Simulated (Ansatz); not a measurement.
In doubt: one-shot GW on d or f shells is unsure, so the values of those runs are not to be relied on.

Rows from a G0W0 calculation on BaSrCeSnO6 (F-43m) (Ansatz 0.2.0; G0W0 on PBE, plane waves, PAW; PAW set soft_1; 2×2×2 mesh, 664 empty bands, screening to 150 eV, PAW set soft_1 files), in eV. Spin-orbit coupling is left out.

| row | Σx | Σc | Vxc | Z |
| --- | --- | --- | --- | --- |
| A | -26.72 | 3.75 | -22.62 | 0.73 |
| B | -23.51 | -12.16 | -37.66 | 0.58 |
| C | -25.65 | 4.70 | -20.36 | 0.72 |
| D | -23.41 | -12.24 | -37.66 | 0.58 |
| E | -22.43 | -12.82 | -37.27 | 0.58 |
| F | -22.40 | -12.81 | -37.23 | 0.58 |

Q: Which rows are filled states and which are empty ones, and how can one tell?

Filled: A and C. Empty: B, D, E and F. The sign of Σc tells: for a filled state bare exchange, which holds its interaction with itself, lies below Vxc (Σx − Vxc is -4.1 eV or lower here) and screening gives part back as a positive Σc. For an empty state Σx lies above Vxc (+14.1 eV or more) and the Coulomb hole leaves Σc negative.

[Runs of the session that timed out or met a known fault of the program may be left out.]

[Cells called generated may have been cut or substituted from an entry of the Crystallography Open Database or the Materials Project.]

[Hosts, paths, dates, database ids (printed as entryN), source tags and the programs' standing remarks are cut or masked in the printed files.]
